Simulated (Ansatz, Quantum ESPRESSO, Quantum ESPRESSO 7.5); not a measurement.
# Evanescent states of MgS, rock salt type, lattice constant set to 4.997 Å

Aim: how fast states decay in the gap of MgS, rock salt type, lattice constant set to 4.997 Å.

Calculated with Quantum ESPRESSO 7.5; plane-wave DFT, LDA, PseudoDojo norm-conserving pseudopotentials (cross-check by Ansatz 0.2.0 with PAW datasets).

Most raw output is cut from this account.

The structure was built from a prototype and need not be the compound's stable phase.

## 1. Set-up

It takes space group Fm-3m (No. 225, cubic). Conventional cell: a = 4.997 Å, b = 4.997 Å, c = 4.997 Å, α = 90.00°, β = 90.00°, γ = 90.00°. Nearest to Mg lie 6 S at 2.50 Å. Nearest to S lie 6 Mg at 2.50 Å. Farther neighbours and most contacts between anions are not listed.

## 2. SCF with pw.x

pwcond needs a cell whose third axis lies along the current and stands perpendicular to the other two.

scf.in reads:

```
&control
  prefix = 'scf'
  outdir = './out'
  pseudo_dir = './pseudo'
  calculation = 'scf'
  tprnfor = .true.
/
&system
  ibrav = 0
  nat = 4
  ntyp = 2
  ecutwfc = 76
  ecutrho = 304
  occupations = 'fixed'
  nbnd = 20
/
&electrons
  conv_thr = 1e-09
  mixing_beta = 0.6
  electron_maxstep = 120
/
ATOMIC_SPECIES
  Mg  24.3050  Mg.dojo-sr-lda-0.4.1-standard.upf
  S   32.0600  S.dojo-sr-lda-0.4.1-standard.upf
CELL_PARAMETERS angstrom
  3.53341258558918 0.00000000000000 0.00000000000000
  0.00000000000000 3.53341258558918 0.00000000000000
  0.00000000000000 0.00000000000000 4.99700000000000
ATOMIC_POSITIONS crystal
  Mg  0.000000000000 0.000000000000 0.000000000000
  S   0.500000000000 0.500000000000 0.000000000000
  Mg  0.500000000000 0.500000000000 0.500000000000
  S   0.000000000000 0.000000000000 0.500000000000
K_POINTS automatic
  8 8 6 0 0 0
```

Started as:

```
> OMP_NUM_THREADS=1 mpirun -n 2 pw.x -nk 2 -in scf.in > scf.out
```

Wall time 11 s (2 MPI ranks of AMD EPYC 9R45 (Zen 5), shared host); peak memory 0.24 GiB; 21 s of CPU time.

This step gave:

```
free energy                          : -3833.9238 eV
valence top, on the run's zero       : 7.664 eV
conduction bottom, on the run's zero : 10.47 eV
gap by band count                    : 2.807 eV
```

The program's own clock; routines nest. Time by routine:

```
     routine  wall time (s)  calls
       PWSCF          10.11      1
   electrons              9      1
     c_bands           7.84      8
     cegterg           6.92    240
       h_psi           5.98   1072
        fftw           5.33  30028
    vloc_psi           5.05   1072
    sum_band           1.13      8
    init_run           0.93      1
     wfcinit           0.55      1
      calbec           0.53   1192
h_psi:calbec           0.45   1072
  add_vuspsi           0.44   1072
   init_us_2           0.35    540
```

The run needed 7 iterations to bring the estimated error under 1e-09 Ry.

## 3. Complex band structure

ikind = 0 solves one period of the crystal for all kz, real and complex, at each energy and k across. ewind and epsproj trim the two-dimensional plane-wave basis; nz1 sets the subslabs.

cbs.in reads:

```
&inputcond
  outdir = './out'
  prefixl = 'scf'
  band_file = 'cbs'
  ikind = 0
  ewind = 4.0
  epsproj = 1e-05
  nz1 = 7
  energy0 = 7.44
  denergy = -0.24
/
4
  0.00000000 0.00000000 1.00000000
  0.50000000 0.00000000 1.00000000
  0.50000000 0.50000000 1.00000000
  0.25000000 0.00000000 1.00000000
40
```

Started as:

```
> OMP_NUM_THREADS=1 mpirun -n 2 pwcond.x -in cbs.in > cbs.out
```

Wall time 46 s (2 MPI ranks); peak memory 0.13 GiB.

Numbers from this step:

| Quantity | Value |
| --- | --- |
| peak of the smallest κ at the zone centre | 0.267 Å⁻¹ |
| energy of the peak at the zone centre | 2.16 eV |
| peak of the smallest κ at (1/2, 0) | 0.331 Å⁻¹ |
| peak of the smallest κ at (1/4, 0) | 0.359 Å⁻¹ |

K across = (0, 0) in the cell's reciprocal vectors; values within 0.0025 1/Å of each other count once, columns are sorted by size at each energy, a dash where no further value was kept. Im kz of the slowest decaying states against energy, zero at the highest filled level of the SCF mesh:

```csv
energy (eV),decay 1 (Å⁻¹),decay 2 (Å⁻¹),decay 3 (Å⁻¹)
-1.92,0.769,1.26,1.85
-1.68,0.751,1.24,1.84
-1.20,0.713,1.18,1.82
-0.96,0.693,1.16,1.80
-0.72,0.673,1.13,1.79
-0.24,0.629,1.07,1.76
0.00,0.003,0.605,1.04
0.24,0.125,0.218,0.581
0.72,0.201,0.351,0.527
0.96,0.224,0.392,0.498
1.20,0.24,0.423,0.466
1.68,0.261,0.393,0.467
1.92,0.266,0.35,0.483
2.16,0.267,0.301,0.495
2.64,0.154,0.262,0.51
2.88,0.255,0.514,0.529
3.36,0.23,0.38,0.517
3.60,0.212,0.275,0.515
3.84,0.083,0.187,0.511
4.32,0.104,0.499,1.35
4.56,0.491,1.32,1.49
4.80,0.48,1.30,1.48
5.28,0.454,1.24,1.45
5.52,0.438,1.22,1.44
5.76,0.42,1.19,1.42
6.24,0.067,0.376,1.13
6.48,0.096,0.349,1.10
6.72,0.11,0.318,1.06
7.20,0.114,0.237,0.995
7.44,0.106,0.177,0.958
```

K across = (0, 0) in the cell's reciprocal vectors. The Re kz of states that move upwards by energy, zero at the highest filled level of the SCF mesh:

```
energy (eV)  channel 1 (Å⁻¹)  channel 2 (Å⁻¹)  channel 3 (Å⁻¹)
      -1.92           -0.462            0.174            0.174
      -1.68           -0.420            0.375            0.375
      -1.44           -0.378            0.505            0.505
      -1.20           -0.335            0.615            0.615
      -0.96           -0.544           -0.544           -0.291
      -0.72           -0.448           -0.448           -0.245
      -0.48           -0.350           -0.350           -0.194
      -0.24           -0.238           -0.238           -0.133
       0.00          -0.0210          -0.0210                -
       0.24                -                -                -
       0.72                -                -                -
       0.96                -                -                -
       1.20                -                -                -
       1.44                -                -                -
       1.68                -                -                -
       1.92                -                -                -
       2.16                -                -                -
       2.40                -                -                -
       2.64                -                -                -
       2.88            0.101                -                -
       3.12            0.212                -                -
       3.36            0.283                -                -
       3.60            0.341                -                -
       3.84            0.392                -                -
       4.08            0.250            0.437                -
       4.32            0.364            0.479                -
       4.56           0.0603            0.450            0.519
       4.80            0.141            0.524            0.558
       5.28           -0.624           -0.610            0.243
       5.52           -0.586           -0.554            0.287
       5.76           -0.544           -0.502            0.334
       6.00           -0.488           -0.452            0.394
       6.24           -0.404                -                -
       6.48           -0.356                -                -
       6.72           -0.308                -                -
       6.96           -0.259                -                -
       7.20           -0.207                -                -
       7.44           -0.147                -                -
```

K across = (1/2, 0) in the cell's reciprocal vectors; values within 0.0025 1/Å of each other count once, columns are sorted by size at each energy, a dash where no further value was kept. Im kz of the slowest decaying states against energy, zero at the highest filled level of the SCF mesh:

```csv
energy (eV),decay 1 (Å⁻¹),decay 2 (Å⁻¹),decay 3 (Å⁻¹)
-1.92,1.01,1.29,-
-1.44,0.861,1.25,2.18
-0.96,0.569,0.572,1.20
-0.48,0.147,0.602,1.15
-0.24,0.198,0.702,1.13
0.00,0.234,0.755,0.758
0.24,0.261,0.787,0.79
0.72,0.299,0.819,1.03
1.20,0.321,0.827,0.978
1.68,0.331,0.821,0.924
2.16,0.33,0.805,0.869
2.64,0.317,0.781,0.784
2.88,0.307,0.766,0.769
3.36,0.276,0.716,0.732
3.84,0.225,0.646,0.692
4.32,0.134,0.566,0.645
4.80,0.471,0.589,0.593
5.28,0.34,0.523,0.527
5.76,0.113,0.443,0.448
6.00,0.142,0.394,0.4
6.48,0.068,0.265,0.274
6.96,0.121,1.54,2.30
7.44,0.235,1.50,2.29
```

K across = (1/2, 1/2) in the cell's reciprocal vectors; values within 0.0025 1/Å of each other count once, columns are sorted by size at each energy, a dash where no further value was kept. Im kz of the slowest decaying states against energy, zero at the highest filled level of the SCF mesh:

```
energy (eV)  decay 1 (Å⁻¹)  decay 2 (Å⁻¹)  decay 3 (Å⁻¹)
      -1.92          0.088          0.105           2.09
      -1.44          0.229          0.256           2.06
      -0.96           0.29           0.31           2.04
      -0.48          0.324          0.334           2.02
      -0.24          0.335          0.339           2.00
       0.00          0.341           1.99           2.23
       0.24          0.339          0.347           1.98
       0.72          0.327          0.349           1.95
       1.20          0.303          0.342           1.93
       1.68          0.266          0.326            1.9
       2.16           0.21          0.301           1.87
       2.64          0.111          0.265           1.85
       2.88          0.241           1.83           2.04
       3.36          0.178           1.80           2.01
       3.84           0.04           1.78           1.98
       4.32           1.75           1.95           2.29
       4.80           1.72           1.91           2.27
       5.28           1.69           1.88           2.24
       5.76          0.078           1.66           1.84
       6.00          0.107           1.65           1.82
       6.48          0.135           1.61           1.79
       6.96          0.141           1.58           1.75
       7.44           0.13           1.55           1.71
```

K across = (1/4, 0) in the cell's reciprocal vectors; values within 0.0025 1/Å of each other count once, columns are sorted by size at each energy, a dash where no further value was kept. The Im kz of the slowest decaying states by energy, zero at the highest filled level of the SCF mesh:

```
energy (eV)  decay 1 (Å⁻¹)  decay 2 (Å⁻¹)  decay 3 (Å⁻¹)
      -1.92          0.101          0.387           1.03
      -1.68          0.128          0.165           1.01
      -1.20           0.12           0.96           1.54
      -0.96           0.07          0.934           1.51
      -0.72          0.908           1.48           1.54
      -0.24          0.132          0.855           1.43
       0.00          0.198          0.219          0.828
       0.24          0.242          0.344          0.801
       0.72          0.298          0.484          0.744
       0.96          0.317          0.532          0.714
       1.20          0.332          0.572          0.684
       1.68          0.351          0.619          0.637
       1.92          0.357          0.584          0.665
       2.16          0.359          0.547          0.693
       2.64          0.357          0.464          0.755
       2.88          0.352          0.417          0.814
       3.36          0.298          0.335          0.828
       3.60          0.213          0.322          0.811
       3.84          0.038          0.306          0.793
       4.32           0.26          0.753          0.931
       4.56          0.227          0.731          0.889
       4.80          0.183          0.707          0.845
       5.28          0.655          0.748          0.967
       5.52          0.097          0.626          0.693
       5.76           0.13          0.594          0.632
       6.24          0.063          0.132          0.475
       6.48          0.078          0.103          0.358
       6.72          0.073          0.079          0.438
       7.20          0.218          0.326          0.704
       7.44          0.233          0.248          0.662
```

The program's own clock; routines nest. Time by routine:

```
     routine  wall time (s)  calls
      PWCOND          45.66      1
scatter_forw          33.08    160
      compbs          11.09    160
    compbs_2           10.5    160
       local           1.05      4
        init           0.42      1
       poten           0.11      1
```

## 4. Complex bands with pwcond.x, with ewind = 1.0

How much does a setting matter? One run is repeated with a change.

cbs.w.in, as its differences from the input of step 3:

```diff
@@ -3,5 +3,5 @@
   prefixl = 'scf'
-  band_file = 'cbs'
+  band_file = 'cbs.w'
   ikind = 0
-  ewind = 4.0
+  ewind = 1.0
   epsproj = 1e-05
```

Started as:

```
> OMP_NUM_THREADS=1 mpirun -n 2 pwcond.x -in cbs.w.in > cbs.w.out
```

Run time: 30 s. Hardware: 2 MPI ranks; peak memory 0.12 GiB; 61 s of CPU time.

The changed values were drawn from a wide range, not chosen for quality; the comparison shows what they did here together.

Beside the run it was changed from:

```
                                       quantity  this run  unchanged run  difference
peak of the smallest κ at the zone centre (Å⁻¹)     0.267          0.267           0
       peak of the smallest κ at (1/2, 0) (Å⁻¹)     0.331          0.331           0
                                  wall time (s)        30             46
```

The physical values in this table stay within 0.05 %.

## 5. Complex bands with pwcond.x, with ikind = 1

One more run, with a changed input.

cbs.bad.in, as its differences from the input of step 3:

```diff
@@ -3,4 +3,4 @@
   prefixl = 'scf'
-  band_file = 'cbs'
-  ikind = 0
+  tran_file = 'cbs.bad.dat'
+  ikind = 1
   ewind = 4.0
```

Started as:

```
> OMP_NUM_THREADS=1 mpirun -n 2 pwcond.x -in cbs.bad.in > cbs.bad.out
```

Wall time 1 s (2 MPI ranks); peak memory 0.09 GiB.

The program refused the input before any cycle.

The fault put into the input: a transmission asked without a scattering region (inputcond.ikind = 1).

The message: “do_cond (1): different cut-offs on left lead and scattering region”. ikind = 1 needs a scattering region, which this input doesn't give; ikind = 0 solves the crystal alone.

## 6. Cross-check with Ansatz

A second code with its own PAW datasets, on the same atoms.

Level of this step: plane-wave DFT, LDA, Ansatz PAW (Ansatz 0.2.0).

input.yaml reads:

```yaml
crystal:
  lattice:
    - [3.5334125856, 0.0, 0.0]
    - [0.0, 3.5334125856, 0.0]
    - [0.0, 0.0, 4.997]
  atoms:
    - { symbol: Mg, position: [0.0, 0.0, 0.0] }
    - { symbol: S, position: [0.5, 0.5, 0.0] }
    - { symbol: Mg, position: [0.5, 0.5, 0.5] }
    - { symbol: S, position: [0.0, 0.0, 0.5] }
kpoints:
  mp_grid: { grid: [8, 8, 6] }
hamiltonian:
  xc: lda
scf:
  occupations: { method: fixed }
  convergence: { dr2_threshold: 1.0e-09 }
output:
  transmission:
    leads: [[0, 0]]
    kpoints: [[0, 0], [0.5, 0], [0.5, 0.5], [0.25, 0]]
    e_range: [-1.92, 7.44]
    de: 0.24
```

Started as:

```
> ansatz run input.yaml --threads 2 --pin off --max-ram 4096MiB --backend cpu --events-out ev --progress --plain --runs-dir out
```

Run time: 5.5 s. Hardware: 2 threads; peak memory 0.42 GiB.

This step gave:

- free energy: -5548.2440 eV
- gap by band count: 2.803 eV
- symmetry operations: 32
- slowest decay at the grid energy nearest mid-gap: 0.2523 Å⁻¹
- peak of the smallest κ at the zone centre: 0.2673 Å⁻¹
- peak of the smallest κ at (1/2, 0): 0.3319 Å⁻¹
- peak of the smallest κ at (1/4, 0): 0.3592 Å⁻¹
- valence top, on the run's zero: 7.688 eV

K across = (0, 0) in the cell's reciprocal vectors; values within 0.0025 1/Å of each other count once, columns are sorted by size at each energy, a dash where no further value was kept. The Im kz of the slowest decaying states by energy, zero at the highest filled level of the SCF mesh:

```csv
energy (eV),decay 1 (Å⁻¹),decay 2 (Å⁻¹),decay 3 (Å⁻¹)
-1.92,0.768,1.26,-
-1.44,0.731,1.21,-
-0.96,0.692,1.15,-
-0.48,0.651,1.10,-
-0.24,0.628,1.06,-
0.00,0.00351,0.605,1.03
0.24,0.124,0.218,0.580
0.72,0.201,0.351,0.527
1.20,0.240,0.422,0.465
1.68,0.261,0.393,0.466
2.16,0.267,0.299,0.493
2.64,0.152,0.262,0.508
2.88,0.255,0.512,0.521
3.36,0.230,0.368,0.514
3.84,0.187,0.508,1.39
4.32,0.105,0.496,1.34
4.80,0.476,1.29,1.46
5.28,0.450,1.24,1.44
5.76,0.415,1.18,1.41
6.00,0.394,1.15,1.39
6.48,0.0968,0.343,1.09
6.96,0.116,0.273,1.02
7.44,0.106,0.162,0.948
```

K across = (0, 0) in the cell's reciprocal vectors. The Re kz of states that move upwards by energy, zero at the highest filled level of the SCF mesh:

```csv
energy (eV),channel 1 (Å⁻¹),channel 2 (Å⁻¹),channel 3 (Å⁻¹)
-1.92,-0.461,0.181,0.181
-1.68,-0.420,0.378,0.378
-1.20,-0.335,0.617,0.617
-0.96,-0.542,-0.542,-0.291
-0.72,-0.446,-0.446,-0.245
-0.24,-0.236,-0.236,-0.133
0.00,-,-,-
0.24,-,-,-
0.72,-,-,-
0.96,-,-,-
1.20,-,-,-
1.68,-,-,-
1.92,-,-,-
2.16,-,-,-
2.64,-,-,-
2.88,0.105,-,-
3.36,0.285,-,-
3.60,0.343,-,-
3.84,0.0478,0.393,-
4.32,0.377,0.481,-
4.56,0.0589,0.461,0.521
4.80,0.141,0.533,0.560
5.28,-0.623,-0.601,0.242
5.52,-0.584,-0.547,0.287
5.76,-0.542,-0.495,0.334
6.24,-0.396,-,-
6.48,-0.348,-,-
6.72,-0.300,-,-
7.20,-0.197,-,-
7.44,-0.135,-,-
```

K across = (1/2, 0) in the cell's reciprocal vectors; values within 0.0025 1/Å of each other count once, columns are sorted by size at each energy, a dash where no further value was kept. Table of Im kz of the slowest decaying states by energy, zero at the highest filled level of the SCF mesh:

```
energy (eV)  decay 1 (Å⁻¹)  decay 2 (Å⁻¹)  decay 3 (Å⁻¹)
      -1.92           1.01           1.29              -
      -1.68          0.943           1.27              -
      -1.20          0.750           1.22              -
      -0.96          0.562           1.20              -
      -0.72         0.0502          0.278           1.17
      -0.24          0.200          0.707           1.13
       0.00          0.236          0.759           1.10
       0.24          0.263          0.790           1.08
       0.72          0.300          0.821           1.03
       0.96          0.313          0.827           1.00
       1.20          0.322          0.829          0.976
       1.68          0.331          0.822          0.922
       1.92          0.332          0.815          0.894
       2.16          0.330          0.806          0.866
       2.64          0.318          0.782          0.808
       2.88          0.307          0.767          0.777
       3.36          0.275          0.713          0.733
       3.60          0.253          0.678          0.713
       3.84          0.224          0.642          0.692
       4.32          0.131          0.562          0.644
       4.56          0.517          0.617              -
       4.80          0.467          0.588              -
       5.28          0.333          0.522              -
       5.52          0.218          0.483              -
       5.76          0.116          0.440              -
       6.24          0.123          0.333              -
       6.48         0.0581          0.260              -
       6.72          0.149              -              -
       7.20          0.199              -              -
       7.44          0.236           1.50              -
```

K across = (1/2, 1/2) in the cell's reciprocal vectors; values within 0.0025 1/Å of each other count once, columns are sorted by size at each energy, a dash where no further value was kept. The Im kz of the slowest decaying states by energy, zero at the highest filled level of the SCF mesh:

```csv
energy (eV),decay 1 (Å⁻¹),decay 2 (Å⁻¹)
-1.92,0.0901,0.107
-1.68,0.179,0.206
-1.44,0.229,0.256
-1.20,0.264,0.288
-0.96,0.290,0.310
-0.72,0.309,0.325
-0.48,0.324,0.334
-0.24,0.335,0.339
0.00,0.340,-
0.24,0.339,0.346
0.72,0.326,0.348
0.96,0.316,0.345
1.20,0.302,0.340
1.44,0.286,0.333
1.68,0.265,0.324
1.92,0.240,0.312
2.16,0.209,0.298
2.40,0.169,0.281
2.64,0.109,0.261
2.88,0.238,-
3.12,0.209,-
3.36,0.173,-
3.60,0.123,-
3.84,-,-
4.08,-,-
4.32,-,-
4.56,-,-
4.80,-,-
5.28,-,-
5.52,-,-
5.76,0.0803,-
6.00,0.109,-
6.24,0.126,-
6.48,0.136,-
6.72,0.141,-
6.96,0.141,-
7.20,0.138,-
7.44,0.130,-
```

K across = (1/4, 0) in the cell's reciprocal vectors; values within 0.0025 1/Å of each other count once, columns are sorted by size at each energy, a dash where no further value was kept. Im kz of the slowest decaying states against energy, zero at the highest filled level of the SCF mesh:

```csv
energy (eV),decay 1 (Å⁻¹),decay 2 (Å⁻¹),decay 3 (Å⁻¹)
-1.92,0.102,0.381,1.03
-1.44,0.134,0.983,-
-0.96,0.0684,0.932,-
-0.48,0.880,1.46,-
-0.24,0.134,0.853,1.43
0.00,0.200,0.222,0.826
0.24,0.242,0.345,0.799
0.72,0.298,0.484,0.742
1.20,0.332,0.571,0.681
1.68,0.351,0.616,0.635
2.16,0.359,0.544,0.690
2.64,0.357,0.462,0.752
2.88,0.352,0.414,0.807
3.36,0.294,0.334,0.826
3.84,0.305,0.791,1.00
4.32,0.258,0.750,0.926
4.80,0.180,0.704,0.841
5.28,0.651,0.743,0.962
5.76,0.132,0.590,0.625
6.00,0.140,0.553,0.556
6.48,0.0768,0.101,0.342
6.96,0.0397,0.168,0.378
7.44,0.232,0.654,-
```

## 7. The arithmetic

T falls as exp(−2κd). With κ = 0.250 1/Å, 10 Å of barrier pass exp(−2 × 0.250 × 10) = 0.0067 of that channel, interfaces aside.

## 8. Results

```json
{
  "gap on the SCF mesh": "2.81 eV",
  "smallest κ at mid-gap among the four k points, at the zone centre": "0.250 Å⁻¹",
  "peak of the smallest κ in the stop band at the zone centre": "0.267 Å⁻¹",
  "peak of the smallest κ in the stop band at (1/2, 0)": "0.331 Å⁻¹",
  "peak of the smallest κ in the stop band at (1/4, 0)": "0.359 Å⁻¹",
  "energy of the peak at the zone centre, over the highest filled level": "2.16 eV",
  "peak at the zone centre by Ansatz": "0.267 Å⁻¹"
}
```

In words: With a gap of 2.81 eV on the mesh, the smallest κ at mid-gap among the four k points, at the zone centre is 0.250 Å⁻¹ (LDA, PseudoDojo norm-conserving). For a barrier with the Fermi level at mid-gap the slowest state found, at the zone centre, loses a factor of ten in probability every 4.6 Å or so. Stop bands away from the zone centre are mostly wider than the gap, so their peaks can lie above the conduction bottom. At the zone centre pwcond's peak is 0.267 and Ansatz's 0.267 1/Å, 0 % apart. The cell is the a/√2 one, turned by 45°, with two primitive cells, so X along [001] folds onto kz = 0. A semilocal gap is too small, often by a third to a half and by more in narrow-gap crystals, so real barriers decay faster.

[Logs are printed without paths, hosts, clocks, repeated set-up lines and the standing remarks that a program may print on its own settings, such as how far it seeks lower states.]

[Hosts, paths, dates, database ids (printed as entryN), source tags and the programs' standing remarks are cut or masked in the printed files.]

[Maps of the electrostatic potential energy from Ansatz leave out the sawtooth potential of an applied field or a dipole correction, so their vacuum need not be flat; planar profiles and work functions include it.]
